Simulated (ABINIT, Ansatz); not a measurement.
**AlSbTe3 (Pm-3m): zone-centre phonons**

Which modes does AlSbTe3 (Pm-3m) have at the zone centre?

Main program and level: ABINIT 10.8.3; DFT LDA, scalar-relativistic, plane waves, HGH norm-conserving pseudopotentials.

The structure was built from a prototype and need not be the compound's stable phase.

**1. Set-up**

It takes space group Pm-3m (No. 221, cubic). Conventional cell: a = 5.181 Å, b = 5.181 Å, c = 5.181 Å, α = 90.00°, β = 90.00°, γ = 90.00°. Nearest to Sb lie 12 Te at 3.66 Å. Nearest to Al lie 6 Te at 2.59 Å. Nearest to Te lie 2 Al at 2.59 Å. Farther neighbours and most contacts between anions are not listed.

**2. Relaxing the cell and atoms**

The harmonic expansion needs vanishing forces, and a free crystal bears no stress, so cell and atoms are brought to rest. Stress is more sensitive to the basis than forces are: the last 3 Ha under the cutoff are smoothed with ecutsm, and the cutoff is raised above that of the later runs.

The starting cell comes from a relaxation made beforehand in Ansatz (LDA, PseudoDojo NC).

Contents of relax.abi:

```
# relaxation
ionmov 2
optcell 2
dilatmx 1.08
ntime 40
tolmxf 1.0d-05
tolvrs 1.0d-14
prtwf 0
prtden 0
chksymtnons 0

# basis, mesh and filling
ecut 26.0
ecutsm 3.0
ixc 7
ngkpt 4 4 4
nshiftk 1
shiftk 0.0 0.0 0.0
istwfk *1
occopt 7
tsmear 0.01
nband 20
nstep 100
diemac 1000000.0
prtebands 0
prtgsr 0

# cell and atoms
acell 9.790999766 9.790999766 9.790999766
rprim 
    1.0 0.0 0.0
    0.0 1.0 0.0
    0.0 0.0 1.0
ntypat 3
znucl 51 13 52
natom 5
typat 1 2 3 3 3
xred 
    0.0 0.0 0.0
    0.5 0.5 0.5
    0.5 0.5 0.0
    0.5 0.0 0.5
    0.0 0.5 0.5
pp_dirpath "./pseudo"
pseudos "Sb.hgh, Al.hgh, Te.hgh"
```

Command:

```bash
> OMP_NUM_THREADS=1 mpirun -n 4 abinit relax.abi > relax.log
```

Numbers of over 12 decimals in the logs are rounded to 6 here.

relax.abo, the main output file:

```text
[banners, grids, parts of the stress and lines that vanish by symmetry left out]
- input  file    -> relax.abi
- output file    -> relax.abo
- root for input  files -> relaxi
[...]
Symmetries : space group Pm -3 m (#221); Bravais cP (primitive cubic)
[...]
mpw =        7568          nfft =      125000          nkpt =          10
[...]
== DATASET  1 ==================================================================
[...]
cutoff_energies: {ecut:  26.0, pawecutdg:  -1.0, }
[...]
Exchange-correlation functional for the present dataset will be:
  LDA: Perdew-Wang 92 LSD fit to Ceperley-Alder data - ixc=7
[...]
ETOT  1  -32.280963270965    -3.228E+01 6.306E-02 7.949E+02
 ETOT  2  -32.360308561543    -7.935E-02 3.595E-03 2.277E+02
 ETOT  3  -32.389363416958    -2.905E-02 3.430E-03 1.463E+01
 ETOT  4  -32.391423068693    -2.060E-03 1.175E-03 9.230E-02
 ETOT  5  -32.391436624524    -1.356E-05 1.016E-03 3.770E-04
[...]
At SCF step   13       vres2   =  3.18E-17 < tolvrs=  1.00E-14 =>converged.
[...]
sigma(1 1)= -2.01683456E-05  sigma(3 2)=  0.00000000E+00
  sigma(2 2)= -2.01683456E-05  sigma(3 1)=  0.00000000E+00
  sigma(3 3)= -2.01683456E-05  sigma(2 1)=  0.00000000E+00
[...]
convergence: {deltae: -7.390E-13, res2:  3.181E-17, residm:  5.081E-05, diffor: null, }
etotal    :  -3.23914367E+01
[...]
ETOT  1  -32.391448133151    -3.239E+01 2.819E-05 1.789E-01
[...]
At SCF step    9       vres2   =  1.77E-15 < tolvrs=  1.00E-14 =>converged.
[...]
sigma(1 1)= -1.66687445E-05  sigma(3 2)=  0.00000000E+00
  sigma(2 2)= -1.66687445E-05  sigma(3 1)=  0.00000000E+00
  sigma(3 3)= -1.66687445E-05  sigma(2 1)=  0.00000000E+00
[...]
convergence: {deltae: -8.242E-13, res2:  1.766E-15, residm:  4.503E-06, diffor: null, }
etotal    :  -3.23914681E+01
[...]
ETOT  1  -32.391065272166    -3.239E+01 9.903E-06 4.209E+00
[...]
At SCF step   10       vres2   =  2.71E-16 < tolvrs=  1.00E-14 =>converged.
[...]
sigma(1 1)= -2.50689885E-07  sigma(3 2)=  0.00000000E+00
  sigma(2 2)= -2.50689885E-07  sigma(3 1)=  0.00000000E+00
  sigma(3 3)= -2.50689885E-07  sigma(2 1)=  0.00000000E+00
[...]
convergence: {deltae:  4.547E-13, res2:  2.707E-16, residm:  4.408E-07, diffor: null, }
etotal    :  -3.23915372E+01
[...]
ETOT  1  -32.391537086494    -3.239E+01 3.183E-07 9.943E-04
[...]
ETOT  7  -32.391537198127    -2.345E-13 2.981E-08 1.065E-14
 ETOT  8  -32.391537198126     4.405E-13 8.338E-08 2.369E-16
 At SCF step    8       vres2   =  2.37E-16 < tolvrs=  1.00E-14 =>converged.
[...]
sigma(1 1)= -3.21975864E-09  sigma(3 2)=  0.00000000E+00
  sigma(2 2)= -3.21975863E-09  sigma(3 1)=  0.00000000E+00
  sigma(3 3)= -3.21975863E-09  sigma(2 1)=  0.00000000E+00
[...]
convergence: {deltae:  4.405E-13, res2:  2.369E-16, residm:  8.338E-08, diffor: null, }
etotal    :  -3.23915372E+01
[...]
At Broyd/MD step   4, gradients are converged :
[...]
sigma(1 1)= -3.21975864E-09  sigma(3 2)=  0.00000000E+00
  sigma(2 2)= -3.21975863E-09  sigma(3 1)=  0.00000000E+00
  sigma(3 3)= -3.21975863E-09  sigma(2 1)=  0.00000000E+00
[...]
- sigma(1 1)= -9.47285696E-05  sigma(3 2)=  0.00000000E+00
- sigma(2 2)= -9.47285695E-05  sigma(3 1)=  0.00000000E+00
- sigma(3 3)= -9.47285695E-05  sigma(2 1)=  0.00000000E+00
[...]
fcart     -0.0000000000E+00 -0.0000000000E+00 -0.0000000000E+00
           strten     -3.2197586385E-09 -3.2197586333E-09 -3.2197586325E-09
================================================================================

[key lines of the parts left out:]
pressure_GPa:   9.4729E-05
Total energy (etotal) [Ha]= -3.23915371981263E+01
```

Wall time 2 min (4 MPI ranks of Intel Xeon at 2.70GHz, shared host); 7.9 min of CPU time.

Relaxation path:

| step | energy less that of the first step (eV) | largest force (eV/Å) | volume (Å³) |
| --- | --- | --- | --- |
| 1 | 0.0000 | 0.0000 | 139.09 |
| 2 | -0.0009 | 0.0000 | 139.34 |
| 3 | -0.0027 | 0.0000 | 140.56 |
| 4 | -0.0027 | 0.0000 | 140.58 |

| conventional cell, symmetrised | before | after | change |
| --- | --- | --- | --- |
| a (Å) | 5.181 | 5.200 | +0.4 % |
| b (Å) | 5.181 | 5.200 | +0.4 % |
| c (Å) | 5.181 | 5.200 | +0.4 % |
| volume (Å³/atom) | 27.82 | 28.12 | +1.1 % |

The relaxed structure:

```xyz
5
Lattice="5.1996 0.0000 0.0000 0.0000 5.1996 0.0000 0.0000 0.0000 5.1996" Properties=species:S:1:pos:R:3 pbc="T T T"
Sb    0.0000    0.0000    0.0000
Al    2.5998    2.5998    2.5998
Te    2.5998    2.5998    0.0000
Te    2.5998    0.0000    2.5998
Te    0.0000    2.5998    2.5998
```

This step gave:

```yaml
volume_per_atom: 28.12 Å³
pressure: 9.47e-5 GPa
gap_on_the_k_mesh: 0 eV
```

The volume changes by +1.1 % from the cell with which this run began.

**3. Self-consistent run for the response**

First-order wavefunctions inherit every error of the ground state, hence the very tight tolvrs. Occupations are smeared.

Contents of gs.abi:

```
# ground state
tolvrs 1.0d-16
prtden 1
prtwf 1

# basis, mesh and filling
ecut 20.0
ixc 7
ngkpt 4 4 4
nshiftk 1
shiftk 0.0 0.0 0.0
istwfk *1
occopt 7
tsmear 0.01
nband 20
nstep 100
diemac 1000000.0
prtebands 0
prtgsr 0

# cell and atoms
acell 9.825877485 9.825877485 9.825877485
rprim 
    1.0 0.0 0.0
    0.0 1.0 0.0
    0.0 0.0 1.0
ntypat 3
znucl 51 13 52
natom 5
typat 1 2 3 3 3
xred 
    0.0 0.0 0.0
    0.5 0.5 0.5
    0.5 0.5 0.0
    0.5 0.0 0.5
    0.0 0.5 0.5
pp_dirpath "./pseudo"
pseudos "Sb.hgh, Al.hgh, Te.hgh"
```

Command:

```bash
> OMP_NUM_THREADS=1 mpirun -n 4 abinit gs.abi > gs.log
```

gs.abo, the main output file:

```text
[banners, grids, parts of the stress and lines that vanish by symmetry left out]
- input  file    -> gs.abi
- output file    -> gs.abo
- root for input  files -> gsi
[...]
Symmetries : space group Pm -3 m (#221); Bravais cP (primitive cubic)
[...]
mpw =        4076          nfft =       64000          nkpt =          10
[...]
== DATASET  1 ==================================================================
[...]
cutoff_energies: {ecut:  20.0, pawecutdg:  -1.0, }
[...]
Exchange-correlation functional for the present dataset will be:
  LDA: Perdew-Wang 92 LSD fit to Ceperley-Alder data - ixc=7
[...]
ETOT  1  -32.283117709778    -3.228E+01 4.367E-02 4.042E+02
 ETOT  2  -32.358734231884    -7.562E-02 4.007E-03 1.191E+02
 ETOT  3  -32.388490889845    -2.976E-02 1.715E-03 8.134E+00
 ETOT  4  -32.390738829620    -2.248E-03 3.971E-04 4.981E-02
 ETOT  5  -32.390753150778    -1.432E-05 9.214E-04 1.842E-04
[...]
ETOT 12  -32.390753193252    -3.553E-14 4.849E-05 9.282E-16
 ETOT 13  -32.390753193252     0.000E+00 9.449E-05 1.004E-17
 At SCF step   13       vres2   =  1.00E-17 < tolvrs=  1.00E-16 =>converged.
[...]
sigma(1 1)=  4.59754494E-06  sigma(3 2)=  0.00000000E+00
  sigma(2 2)=  4.59754494E-06  sigma(3 1)=  0.00000000E+00
  sigma(3 3)=  4.59754494E-06  sigma(2 1)=  0.00000000E+00
[...]
convergence: {deltae:  0.000E+00, res2:  1.004E-17, residm:  9.449E-05, diffor: null, }
etotal    :  -3.23907532E+01
[...]
sigma(1 1)=  4.59754494E-06  sigma(3 2)=  0.00000000E+00
  sigma(2 2)=  4.59754494E-06  sigma(3 1)=  0.00000000E+00
  sigma(3 3)=  4.59754494E-06  sigma(2 1)=  0.00000000E+00
[...]
- sigma(1 1)=  1.35264442E-01  sigma(3 2)=  0.00000000E+00
- sigma(2 2)=  1.35264442E-01  sigma(3 1)=  0.00000000E+00
- sigma(3 3)=  1.35264442E-01  sigma(2 1)=  0.00000000E+00
[...]
fcart     -0.0000000000E+00 -0.0000000000E+00 -0.0000000000E+00
           strten      4.5975449406E-06  4.5975449406E-06  4.5975449406E-06
================================================================================

[key lines of the parts left out:]
pressure_GPa:  -1.3526E-01
```

Wall time 22 s (4 MPI ranks); 86 s of CPU time.

Numbers from this step:

- pressure: -0.1353 GPa

The cell stands at -0.14 GPa: the relaxation ran with a smoothed and higher cutoff, and the difference is a stress of the finite basis.

(Continued in part 2 of 5.)

[Host names and launcher messages were left out of these logs when they were recorded.]

[Logs are printed without paths, hosts, clocks, repeated set-up lines and the standing remarks that a program may print on its own settings, such as how far it seeks lower states.]

[Hosts, paths, dates, database ids (printed as entryN), source tags and the programs' standing remarks are cut or masked in the printed files.]
